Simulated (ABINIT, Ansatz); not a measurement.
# Cs3GaF6 (Fm-3m): changed settings of a GW run in ABINIT, part 2 of 2

A base run on Cs3GaF6 (Fm-3m), then changed inputs.

ABINIT 10.8.3; PBEsol and many-body steps on it, plane waves. Known limits of the many-body steps: not at the basis limit; no spin-orbit coupling; coarse k mesh.

So far. Step 2 (Screening, 2×2×2 mesh, 179 bands, screening to 141.5 eV): Local fields lower ε∞ by 11 %. On a Γ-centred mesh this coarse the value itself is usually too large, while a short band sum pulls it down. Step 3 (Base): The gap on the mesh goes from 5.91 eV to 9.08 eV, a correction of +3.16 eV.

### 4. Scissors in G

Level of this step: G0W0 on PBEsol, plane waves, norm-conserving pseudopotentials (ABINIT).

run.abi

```
acell 3*1.0 Angstrom
rprim 
  -0.000000000000 4.723900000000 4.723900000000
  4.723900000000 0.000000000000 4.723900000000
  4.723900000000 4.723900000000 0.000000000000
ntypat 3
znucl 55 31 9
natom 10
typat 1 1 1 2 3 3 3 3 3 3
xred 
  0.750000000000 0.750000000000 0.750000000000
  0.250000000000 0.250000000000 0.250000000000
  0.000000000000 0.000000000000 0.000000000000
  0.500000000000 0.500000000000 0.500000000000
  0.296500000000 0.703500000000 0.703500000000
  0.703500000000 0.296500000000 0.703500000000
  0.703500000000 0.296500000000 0.296500000000
  0.296500000000 0.703500000000 0.296500000000
  0.703500000000 0.703500000000 0.296500000000
  0.296500000000 0.296500000000 0.703500000000
pp_dirpath "pseudos"
pseudos "Cs.upf, Ga.upf, F.upf"
ecut 45
ngkpt 2 2 2
nshiftk 1
shiftk 0 0 0
kptopt 1
chksymbreak 0
istwfk *1
occopt 1
irdwfk 1
optdriver 4
nband 179
gwcalctyp 0
ecutsigx 45
symsigma 1
nkptgw 2
kptgw 
  0.5000000000 0.0000000000 0.0000000000
  0.0000000000 0.0000000000 0.0000000000
bdgw 
  44 47
  43 48
ecuteps 5.2
irdscr 1
ppmodel 1
mbpt_sciss 1.0 eV
indata_prefix "in"
outdata_prefix "out"
tmpdata_prefix "tmp"
```

Run with:

```console
> OMP_NUM_THREADS=1 mpirun -n 4 abinit run.abi > log
```

The log of the run:

```text
.Version 10.8.3 of ABINIT. v10.8.2 released Aug 2026.

 Symmetries : space group Fm -3 m (#225); Bravais cF (face-center cubic)
[... echo of the input left out ...]
== DATASET  1 ==================================================================
-   mpi_nproc: 4, omp_nthreads: 1 (-1 if OMP is not activated)

--- !DatasetInfo
iteration_state: {dtset: 1, }
dimensions: {natom: 10, nkpt: 3, mband: 179, nsppol: 1, nspinor: 1, nspden: 1, mpw: 20554, }
cutoff_energies: {ecut:  45.0, pawecutdg:  -1.0, }
electrons: {nelect:   9.00000000E+01, charge:   0.00000000E+00, occopt:   1.00000000E+00, tsmear:   1.00000000E-02, }

 SIGMA: Calculation of the GW corrections

 Based on a program developped by R.W. Godby, V. Olevano, G. Onida, and L. Reining.
 Incorporated in ABINIT by V. Olevano, G.-M. Rignanese, and M. Torrent.
.Using double precision arithmetic ; gwpc =  8

[... cell and pseudopotentials left out ...]
--------------------------------------------------------------------------------

 ==== K-mesh for the wavefunctions ====
 Number of points in the irreducible wedge :     3
[... list of points left out ...]
 Together with 48 symmetry operations and time-reversal symmetry
 yields     8 points in the full Brillouin Zone.

 ==== Q-mesh for screening function ====
 Number of points in the irreducible wedge :     3
[... list of points left out ...]
 Together with 48 symmetry operations and time-reversal symmetry
 yields     8 points in the full Brillouin Zone.

 vcoul_init : cutoff-mode = AUXILIARY_FUNCTION
 q-points for optical limit:   1
     1)      0.000010    0.000020    0.000030
 setmesh: FFT mesh size selected  =    80x   80x   80
          total number of points  =       512000

 Number of electrons calculated from density =   90.0000; Expected =   90.0000
[...]
max omega for Sigma on real axis  [eV]           0.00
 zcut for avoiding poles [eV]                     0.10
 scissor energy [eV]                              1.00

 EPSILON^-1 parameters (SCR file):
 dimension of the eps^-1 matrix on file            821
 dimension of the eps^-1 matrix used               821
 number of plane-waves for wavefunctions         20395
 number of bands                                   179
 number of q-points in IBZ                           3
 number of frequencies                               2
 number of real frequencies                          1
 number of imag frequencies                          1

 matrix elements of self-energy operator (all in [eV])

 Perturbative Calculation

--- !SelfEnergy_ee
iteration_state: {dtset: 1, }
kpoint     : [   0.500,    0.000,    0.000, ]
spin       : 1
KS_gap     :    7.612
QP_gap     :   11.562
Delta_QP_KS:    3.950
data: !SigmaeeData |
     Band     E0 <VxcDFT>   SigX SigC(E0)      Z dSigC/dE  Sig(E)    E-E0       E
       44   0.141 -22.204 -29.286   5.237   0.797  -0.254 -23.675  -1.471  -1.329
       45   0.141 -22.204 -29.286   5.237   0.797  -0.254 -23.675  -1.471  -1.329
       46   7.754 -14.545  -9.571  -2.264   0.865  -0.156 -12.066   2.479  10.233
[...]
--- !SelfEnergy_ee
iteration_state: {dtset: 1, }
kpoint     : [   0.000,    0.000,    0.000, ]
spin       : 1
KS_gap     :    5.938
QP_gap     :    9.252
Delta_QP_KS:    3.314
data: !SigmaeeData |
     Band     E0 <VxcDFT>   SigX SigC(E0)      Z dSigC/dE  Sig(E)    E-E0       E
[...]
47   7.760  -7.956  -3.766  -2.473   0.889  -0.125  -6.319   1.637   9.397
       48   7.760  -7.956  -3.766  -2.473   0.889  -0.125  -6.319   1.637   9.397

== END DATASET(S) ==============================================================
================================================================================

 -outvars: echo values of variables after computation  --------
           etotal      0.0000000000E+00
            nband         179
             nkpt           3
          spgroup         225
 [... the other variables as echoed above ...]

 Calculation completed.
```

Elapsed: 1.7 min, on 4 MPI ranks of Intel Xeon 6975P-C (Granite Rapids), shared host; peak memory 3.5 GiB.

This step gave:

```
G0W0 gap on the points computed              : 9.167 eV
starting gap on the mesh                     : 5.914 eV
k of the valence top                         : 0.5, 0, 0
k of the conduction bottom                   : 0, 0, 0
Z at the valence top                         : 0.797
Z at the conduction bottom                   : 0.885
least direct G0W0 gap on the computed points : 9.252 eV
```

### 5. Exchange cutoff of one hartree

Edit run.abi of step 4 so:

```diff
@@ -34,3 +34,3 @@
 gwcalctyp 0
-ecutsigx 45
+ecutsigx 1
 symsigma 1
@@ -46,3 +46,2 @@
 ppmodel 1
-mbpt_sciss 1.0 eV
 indata_prefix "in"
```

The log of the run:

```text
.Version 10.8.3 of ABINIT. v10.8.2 released Aug 2026.

 Symmetries : space group Fm -3 m (#225); Bravais cF (face-center cubic)
[... echo of the input left out ...]
== DATASET  1 ==================================================================
-   mpi_nproc: 4, omp_nthreads: 1 (-1 if OMP is not activated)

--- !DatasetInfo
iteration_state: {dtset: 1, }
dimensions: {natom: 10, nkpt: 3, mband: 179, nsppol: 1, nspinor: 1, nspden: 1, mpw: 20554, }
cutoff_energies: {ecut:  45.0, pawecutdg:  -1.0, }
electrons: {nelect:   9.00000000E+01, charge:   0.00000000E+00, occopt:   1.00000000E+00, tsmear:   1.00000000E-02, }

 SIGMA: Calculation of the GW corrections

 Based on a program developped by R.W. Godby, V. Olevano, G. Onida, and L. Reining.
 Incorporated in ABINIT by V. Olevano, G.-M. Rignanese, and M. Torrent.
.Using double precision arithmetic ; gwpc =  8

[... cell and pseudopotentials left out ...]
--------------------------------------------------------------------------------

 ==== K-mesh for the wavefunctions ====
 Number of points in the irreducible wedge :     3
[... list of points left out ...]
 Together with 48 symmetry operations and time-reversal symmetry
 yields     8 points in the full Brillouin Zone.

 ==== Q-mesh for screening function ====
 Number of points in the irreducible wedge :     3
[... list of points left out ...]
 Together with 48 symmetry operations and time-reversal symmetry
 yields     8 points in the full Brillouin Zone.

 vcoul_init : cutoff-mode = AUXILIARY_FUNCTION
 q-points for optical limit:   1
     1)      0.000010    0.000020    0.000030
 setmesh: FFT mesh size selected  =    45x   45x   45
          total number of points  =        91125

 Number of electrons calculated from density =   90.0000; Expected =   90.0000
[...]
number of omega for Sigma on real axis              0
 max omega for Sigma on real axis  [eV]           0.00
 zcut for avoiding poles [eV]                     0.10

 EPSILON^-1 parameters (SCR file):
 dimension of the eps^-1 matrix on file            821
 dimension of the eps^-1 matrix used                65
 number of plane-waves for wavefunctions         20395
 number of bands                                   179
 number of q-points in IBZ                           3
 number of frequencies                               2
 number of real frequencies                          1
 number of imag frequencies                          1

 matrix elements of self-energy operator (all in [eV])

 Perturbative Calculation

--- !SelfEnergy_ee
iteration_state: {dtset: 1, }
kpoint     : [   0.500,    0.000,    0.000, ]
spin       : 1
KS_gap     :    7.612
QP_gap     :    8.398
Delta_QP_KS:    0.786
data: !SigmaeeData |
     Band     E0 <VxcDFT>   SigX SigC(E0)      Z dSigC/dE  Sig(E)    E-E0       E
       44   0.141 -22.204 -17.672   3.179   0.865  -0.156 -15.532   6.672   6.814
       45   0.141 -22.204 -17.672   3.179   0.865  -0.156 -15.532   6.672   6.814
       46   7.754 -14.545  -3.522  -2.592   0.885  -0.130  -7.087   7.459  15.212
[...]
--- !SelfEnergy_ee
iteration_state: {dtset: 1, }
kpoint     : [   0.000,    0.000,    0.000, ]
spin       : 1
KS_gap     :    5.938
QP_gap     :    3.805
Delta_QP_KS:   -2.133
data: !SigmaeeData |
     Band     E0 <VxcDFT>   SigX SigC(E0)      Z dSigC/dE  Sig(E)    E-E0       E
[...]
47   7.760  -7.956  -2.436  -2.561   0.894  -0.119  -5.311   2.644  10.405
       48   7.760  -7.956  -2.436  -2.561   0.894  -0.119  -5.311   2.644  10.405

== END DATASET(S) ==============================================================
================================================================================

 -outvars: echo values of variables after computation  --------
           etotal      0.0000000000E+00
            nband         179
             nkpt           3
          spgroup         225
 [... the other variables as echoed above ...]

 Calculation completed.
```

Run time: 12 s. Hardware: 4 MPI ranks; peak memory 2.4 GiB.

The run ended normally, though the input holds a fault or crude settings.

The fault put into this input: exchange cutoff of one hartree. It printed a gap of 3.59 eV, an artefact of the input.

### 6. Side by side

Times are wall times on 4 MPI ranks of Intel Xeon 6975P-C (Granite Rapids), shared host, good to a factor of about two. A run's time includes the screening step that it read.

```csv
run,mesh,bands,screening cutoff (eV),DFT gap (eV),gap on the mesh (eV),direct (eV),ε∞ used,time
base,2×2×2,179,141.5,5.914,9.079,9.162,2.22,8.9 min
scissors in G,2×2×2,179,141.5,5.914,9.167,9.252,2.22,9 min
```

### 7. Outcome

| Property | Result |
| --- | --- |
| base | 9.079 eV |
| scissors in G | 9.167 eV |
| known limits | not at the basis limit; no spin-orbit coupling; coarse k mesh |

Scissors in G: +0.088 eV against base (keys changed: mbpt_sciss). Bands and cutoff are finite, so the gap is not at the basis limit. The miss can reach some tenths of an eV and take either sign; the mesh is an error of its own. In the G0W0 runs levels were corrected at 2 k points alone, so a gap called «on the mesh» is the least over those, and an edge elsewhere would be missed. The 2×2×2 mesh is coarse for this cell, which bears on the long-range parts of exchange and screening. The many-body steps are scalar-relativistic: spin-orbit coupling is not in them.

[Paths, hosts, dates, memory and timing lines, banners, echoed tables and standing remarks are left out of the program output.]

[Logs are printed without paths, hosts, clocks, repeated set-up lines and the standing remarks that a program may print on its own settings, such as how far it seeks lower states.]

[Runs of the session that timed out or met a known fault of the program may be left out.]

[Hosts, paths, dates, database ids (printed as entryN), source tags and the programs' standing remarks are cut or masked in the printed files.]

[G0W0 gaps are taken among the corrected bands and points alone; a level outside them can change the order at an edge.]

[Where Ansatz stands beside ABINIT at settings called matched, ABINIT's density can come from a denser mesh and the files from another edition; pairs whose starting gaps differed by over 0.03 eV were left out, so agreement reads better than it is.]
